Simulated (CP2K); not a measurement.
Consider formaldehyde at its PBE geometry (Å).

```xyz
4

C    -0.0099    0.0021   -0.0004
O     1.1825   -0.2369   -0.0011
H    -0.7726   -0.8121   -0.0002
H    -0.4000    1.0469    0.0017
```

Method: CP2K XAS_TDP, all-electron GAPW, PBEh(45%), aug-cc-pVTZ, TDA, GW2X-corrected core level, no relativity.

Predict the bright core excitations at the O K edge.

Leading lines: O2 529.22 eV. The leading line of an atom is its first one with 35 % of the strongest within 2.5 eV of its lowest line over the strength cut. Core ionisation energies at this level: O2 536.75 eV.

The first six lines of each atom with a strength over 0.0015:

```csv
atom,energy (eV),states,"strength, one atom",above the computed threshold
O2 (bonded to C),529.22,1,0.0500,
,537.62,1,0.0063,yes
,537.89,1,0.0098,yes
,538.28,1,0.0080,yes
,538.58,1,0.0058,yes
,539.41,1,0.0025,yes
```

Lines are vertical, at one geometry, with no vibrational structure. GW2X ionisation energies and lines can be off by 1 to 2 eV either way, and a good line position may hide errors that cancel. These values hold no scalar relativity, about 0.4 eV for O 1s. Rydberg lines, and the discretised continuum above threshold, depend on the basis and the box.

[Banner, clock and machine lines of the logs are left out without a mark of their own.]

[Logs are printed without paths, hosts, clocks, repeated set-up lines and the standing remarks that a program may print on its own settings, such as how far it seeks lower states.]

[Hosts, paths, dates, database ids (printed as entryN), source tags and the programs' standing remarks are cut or masked in the printed files.]
